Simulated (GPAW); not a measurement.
Two runs for the In K edge of atom 1 in YIn (Pm-3m). Run A: GPAW, LDA, excited-electron core hole (neutral cell), 8-atom cell with 6.6 Å between holes, 5×5×5 k points, dipole transitions, Gaussian full width 7.91 eV. Run B has a fault in its input.

Energy from the lowest empty level; intensity scaled to a mean of 1 over the first 20 eV:

```
E (eV)     A     B
  -2.0  0.29  0.58
  -1.5  0.34  0.66
  -1.0  0.40  0.74
  -0.5  0.46  0.82
   0.0  0.52  0.88
   0.5  0.59  0.94
   1.0  0.66  0.98
   1.5  0.73  1.01
   2.0  0.80  1.01
   2.5  0.86  1.00
   3.0  0.93  0.98
   3.5  0.99  0.95
   4.0  1.04  0.90
   4.5  1.09  0.85
   5.0  1.13  0.79
   5.5  1.16  0.74
   6.0  1.19  0.69
   6.5  1.20  0.64
   7.0  1.21  0.62
   7.5  1.20  0.60
   8.0  1.19  0.60
   8.5  1.17  0.62
   9.0  1.15  0.65
   9.5  1.13  0.70
  10.0  1.10  0.77
  10.5  1.08  0.84
  11.0  1.05  0.93
  11.5  1.03  1.01
  12.0  1.01  1.10
  12.5  1.00  1.17
  13.0  0.98  1.24
  13.5  0.97  1.30
  14.0  0.97  1.34
  14.5  0.96  1.37
  15.0  0.96  1.38
  15.5  0.96  1.37
  16.0  0.96  1.36
  16.5  0.96  1.33
  17.0  0.96  1.30
  17.5  0.96  1.26
  18.0  0.96  1.22
  18.5  0.95  1.18
  19.0  0.95  1.15
  19.5  0.95  1.11
  20.0  0.94  1.08
  20.5  0.94  1.06
  21.0  0.94  1.03
  21.5  0.93  1.01
  22.0  0.94  0.98
  22.5  0.94  0.95
  23.0  0.94  0.92
  23.5  0.95  0.88
  24.0  0.96  0.84
  24.5  0.97  0.79
  25.0  0.97  0.75
  25.5  0.98  0.69
  26.0  0.99  0.64
  26.5  0.99  0.59
  27.0  0.99  0.55
  27.5  0.99  0.51
  28.0  0.99  0.47
  28.5  0.98  0.45
  29.0  0.96  0.43
  29.5  0.95  0.41
  30.0  0.93  0.40
  30.5  0.91  0.40
  31.0  0.89  0.40
```

Question: What went wrong in run B?

The spectrum is summed over the zone centre alone. Against the first run the r.m.s. difference is 33 %. Another feature, at 15.2 eV (1.38), becomes the highest below 24 eV; the one at 7.0 eV is gone. Other settings could leave a like mark; this is the one that was changed.

[Banner, clock and machine lines of the logs are left out without a mark of their own.]

[Logs are printed without paths, hosts, clocks, repeated set-up lines and the standing remarks that a program may print on its own settings, such as how far it seeks lower states.]

[Hosts, paths, dates, database ids (printed as entryN), source tags and the programs' standing remarks are cut or masked in the printed files.]

[Lists of maxima count a maximum above −3 eV only where it reaches 4 % of the highest in the window and stands out from its surroundings by 2 % of it (1.5 % where it reaches 55 %); shoulders and weaker maxima are passed over, and of the rest the first, up to two pre-edge ones and the few strongest are named.]
